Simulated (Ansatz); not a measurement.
## TiSeS monolayer, Janus: the cell at rest

Aim: bring TiSeS monolayer, Janus to small forces and stress, as phonons need.

Method: DFT LDA, scalar-relativistic, plane waves, PAW, in Ansatz 0.2.0.

Most raw output is cut from this account.

### Step 1. Set-up

The cell holds 3 atoms: 1 Ti, 1 S and 1 Se. Its edges and angles: a = 3.500 Å, b = 3.500 Å, c = 20.000 Å, α = 90.0°, β = 90.0°, γ = 120.0°. Vacuum lies along c.

### Step 2. Probe on a coarse mesh

A quick single point on a coarse mesh tells whether the cell has a gap and how far it is from rest, which sets the k mesh and smearing that follow.

The program solves this slab on a cell height of its own, 30.0 Å, in place of the one typed.

input.yaml

```yaml
crystal:
  lattice:
    - [3.5, 0.0, 0.0]
    - [-1.75, 3.03109, 0.0]
    - [0.0, 0.0, 20.0]
  atoms:
    - { symbol: Ti, position: [0.0, 0.0, 0.5] }
    - { symbol: S, position: [0.333333, 0.666667, 0.575] }
    - { symbol: Se, position: [0.666667, 0.333333, 0.42] }
  periodic: [true, true, false]
kpoints:
  mp_grid: { grid: [6, 6, 1] }
hamiltonian:
  xc: lda
scf:
  occupations: { method: gaussian, width: 0.1 }
output:
  forces: true
  stress: true
  eigenvalues: true
```

Run with:

```console
$ ansatz run input.yaml --threads 8 --pin off --max-ram 14336MiB --backend cpu --events-out ev --progress --plain --runs-dir out
```

Wall time 0.78 s (8 threads of Arm Neoverse V2, shared host); peak memory 0.61 GiB.

This step gave:

```yaml
gap_on_the_k_mesh: 0 eV
area_per_atom: 3.536 Å²
```

The coarse mesh shows no gap.

### Step 3. Coarse relaxation

The start is far from rest, so a relaxation with loose tolerances brings it close first.

The program solves this slab on a cell height of its own, 30.0 Å, in place of the one typed.

Changes to input.yaml since step 2:

```diff
@@ -20 +20,6 @@
   eigenvalues: true
+relax:
+  adjacent_minimum: "off"
+  f_tol: 0.05
+  max_steps: 80
+  cell: { stress_2d_tol: 0.02 }
```

Run time: 4.9 s. Hardware: 8 threads; peak memory 0.66 GiB; 32 s of CPU time.

Step by step:

```tsv
step	energy less that of the first step (eV)	largest force component (eV/Å)	volume (Å³)
1	0.0000	1.8087	318.26
2	-0.2349	0.9909	304.98
3	-0.3028	0.0644	296.36
4	-0.3032	0.0097	295.16
5	-0.3032	0.0015	295.41
6*	-0.3026	0.0016	295.41
```

Relaxation steps marked * repeat the geometry before them on a plane-wave basis chosen anew for their cell, so energy and pressure can jump there.

The run keeps the 6 symmetry operations that it works with, so distortions that break them were not tested.

```tsv
cell as run	before	after	change
a (Å)	3.500	3.372	-3.7 %
b (Å)	3.500	3.372	-3.7 %
```

The atoms that moved most (Å, along periodic axes as changes of fractional coordinates times the final cell, across vacuum about the mean position):

```tsv
atom	dx	dy	dz	length
S2	0.000	0.000	-0.101	0.101
Ti1	0.000	0.000	0.059	0.059
Se3	0.000	0.000	0.042	0.042
```

The relaxed structure:

```xyz
3
Lattice="3.3720 0.0000 0.0000 -1.6860 2.9202 0.0000 0.0000 0.0000 30.0000" Properties=species:S:1:pos:R:3
Ti    0.0000    0.0000   10.0589
S     0.0000    1.9468   11.3995
Se    1.6860    0.9734    8.4417
```

Numbers from this step:

```yaml
area_per_atom: 3.282 Å²
```

The relaxation ends with a largest force component of 0.0016 eV/Å.

### Step 4. Bringing the structure to rest

Harmonic phonons are second derivatives at a point where the forces vanish, and they are wanted at zero stress, so atoms and cell are relaxed first.

input.yaml

```yaml
crystal:
  lattice:
    - [3.3719683938, 0.0, 0.0]
    - [-1.6859841969, 2.9202102898, 0.0]
    - [0.0, 0.0, 30.0]
  atoms:
    - { symbol: Ti, position: [0.0, 0.0, 0.3352956434] }
    - { symbol: S, position: [0.3333333333, 0.6666666667, 0.3799819209] }
    - { symbol: Se, position: [0.6666666667, 0.3333333333, 0.2813891024] }
  periodic: [true, true, false]
kpoints:
  mp_grid: { grid: [15, 15, 1] }
hamiltonian:
  xc: lda
scf:
  occupations: { method: gaussian, width: 0.1 }
output:
  forces: true
  stress: true
  eigenvalues: true
  write_density: true
  write_potential: true
  elf: true
  volumetric_format: npy
relax:
  adjacent_minimum: "off"
  f_tol: 0.005
  max_steps: 80
  cell: { stress_2d_tol: 0.02 }
```

Wall time 7.9 s (8 threads); peak memory 0.79 GiB; 58 s of CPU time.

Little changed from the start: no atom moved by 0.005 Å and no cell edge by 0.1 %.

Numbers from this step:

```yaml
area_per_atom: 3.281 Å²
```

ELF in the ac plane at fractional y = 0.333, with atoms of Se within 0.2 Å of it. It is the smooth field of the valence electrons, not physical close to the nuclei.

Ten even steps from '0' (0.00) to '9' (0.80), each cell a mean:
```
00000000000000000
00000000000000000
00000000000000000
00000000000000000
00000000000000000
00000000000000000
00000000000000000
00000000000000000
00000000000000000
00000000000000000
00000000000000000
00000000000000000
00000000000000000
23333211000000001
89999975310000136
34444433221111223
53212357887777876
74212689997668999
20000135678888764
00000000000110000
00000000000000000
00000000000000000
00000000000000000
00000000000000000
```
Columns run along a (3.4 Å), rows up along c (30.0 Å). Atoms in or near the plane, at fractional coordinates: Se at (0.67, 0.28).

Electrostatic potential energy in the ac plane at fractional y = 0.333, with atoms of Se within 0.2 Å of it. With pseudopotentials it is smooth inside the atoms' cores, unlike the true potential.

Values in eV, 24 rows by 14 columns, each cell a mean:
```
  0   0   0   0   0   0   0   0   0   0   0   0   0   0
  0   0   0   0   0   0   0   0   0   0   0   0   0   0
  0   0   0   0   0   0   0   0   0   0   0   0   0   0
  0   0   0   0   0   0   0   0   0   0   0   0   0   0
  0   0   0   0   0   0   0   0   0   0   0   0   0   0
  0   0   0   0   0   0   0   0   0   0   0   0   0   0
  0   0   0   0   0   0   0   0   0   0   0   0   0   0
  0   0   0   0   0   0   0   0   0   0   0   0   0   0
  0   0   0   0   0   0   0   0   0   0   0   0   0   0
  0   0   0   0   0   0   0   0   0   0   0   0   0   0
  0   0   0   0   0   0   0   0   0   0   0   0   0   0
  0   0   0   0   0   0   0   0   0   0   0   0   0   0
  0   0   0   0   0   0   0   0   0   0   0   0   0   0
  0   0   0   0   0   0   0   0   0   0   0   0   0   0
 -5  -7  -8  -8  -6  -4  -2  -2  -1  -1  -1  -1  -2  -3
 -9 -12 -13 -13 -10  -7  -5  -4  -3  -3  -3  -3  -5  -6
 -8  -8  -8  -8  -8  -8 -10 -11 -12 -12 -12 -12 -11 -10
 -5  -3  -2  -2  -4  -8 -12 -14 -14 -13 -13 -14 -13 -11
  0   0   0   0   0  -1  -1  -1  -2  -2  -2  -2  -1  -1
  0   0   0   0   0   0   0   0   0   0   0   0   0   0
  0   0   0   0   0   0   0   0   0   0   0   0   0   0
  0   0   0   0   0   0   0   0   0   0   0   0   0   0
  0   0   0   0   0   0   0   0   0   0   0   0   0   0
  0   0   0   0   0   0   0   0   0   0   0   0   0   0
```
Columns run along a (3.4 Å; values clipped at the 3rd and 97th percentile), rows up along c (30.0 Å). Atoms in or near the plane, at fractional coordinates: Se at (0.67, 0.28).

Valence density in the ac plane at fractional y = 0.333, with atoms of Se within 0.2 Å of it. It is the smooth field of the valence electrons, not physical close to the nuclei.

Ten steps, logarithmic in the rise over the least value, from '_' (0 e/Å³) to '@' (16 e/Å³), each cell a mean:
```
__________________________________
__________________________________
__________________________________
__________________________________
__________________________________
__________________________________
__________________________________
__________________________________
__________________________________
__________________________________
__________________________________
__________________________________
__________________________________
__________________________________
::::::::::::......____________....
::::----::::::....................
::........::::::--==**####++==--::
::..........::--==**%%@@@@%%**==::
____________________........______
__________________________________
__________________________________
__________________________________
__________________________________
__________________________________
```
Columns run along a (3.4 Å), rows up along c (30.0 Å). Atoms in or near the plane, at fractional coordinates: Se at (0.67, 0.28).

### Step 5. Tight relaxation

Phonons need a cell at rest on their own settings, so the relaxation is repeated with tight tolerances on forces and stress on the k mesh and occupations of the first response run.

input.yaml

```yaml
crystal:
  lattice:
    - [3.3714786935, 0.0, 0.0]
    - [-1.6857393468, 2.9197861969, 0.0]
    - [0.0, 0.0, 30.0]
  atoms:
    - { symbol: Ti, position: [0.0, 0.0, 0.3353040214] }
    - { symbol: S, position: [0.3333333333, 0.6666666667, 0.3799854245] }
    - { symbol: Se, position: [0.6666666667, 0.3333333333, 0.2813772208] }
  periodic: [true, true, false]
kpoints:
  mp_grid: { grid: [18, 18, 1] }
hamiltonian:
  xc: lda
scf:
  occupations: { method: methfessel_paxton, width: 0.15 }
output:
  forces: true
  stress: true
  eigenvalues: true
relax:
  adjacent_minimum: "off"
  f_tol: 0.001
  max_steps: 60
  cell: { stress_2d_tol: 0.002 }
```

Elapsed: 15 s, on 8 threads; peak memory 0.84 GiB; 1.9 min of CPU time.

Little changed from the start: no atom moved by 0.005 Å and no cell edge by 0.1 %.

Numbers from this step:

```
area per atom : 3.282 Å²
```

The largest force component left is 0.12 meV/Å, within the tolerances set.

### Step 6. Outcome

```yaml
space_group_after_relaxation_within_0p01_a: P3m1
lattice_constant_a: 3.372 Å
lattice_constant_b: 3.372 Å
area_per_atom: 3.28 Å²
```

**Reading.** The largest force component left is 0.12 meV/Å, within the tolerances set. The relaxation keeps the symmetry of its start, so it says nothing on stability against lower symmetry. The starting cell was built on a prototype and not taken from a measurement.

[Logs are printed without paths, hosts, clocks, repeated set-up lines and the standing remarks that a program may print on its own settings, such as how far it seeks lower states.]

[Hosts, paths, dates, database ids (printed as entryN), source tags and the programs' standing remarks are cut or masked in the printed files.]
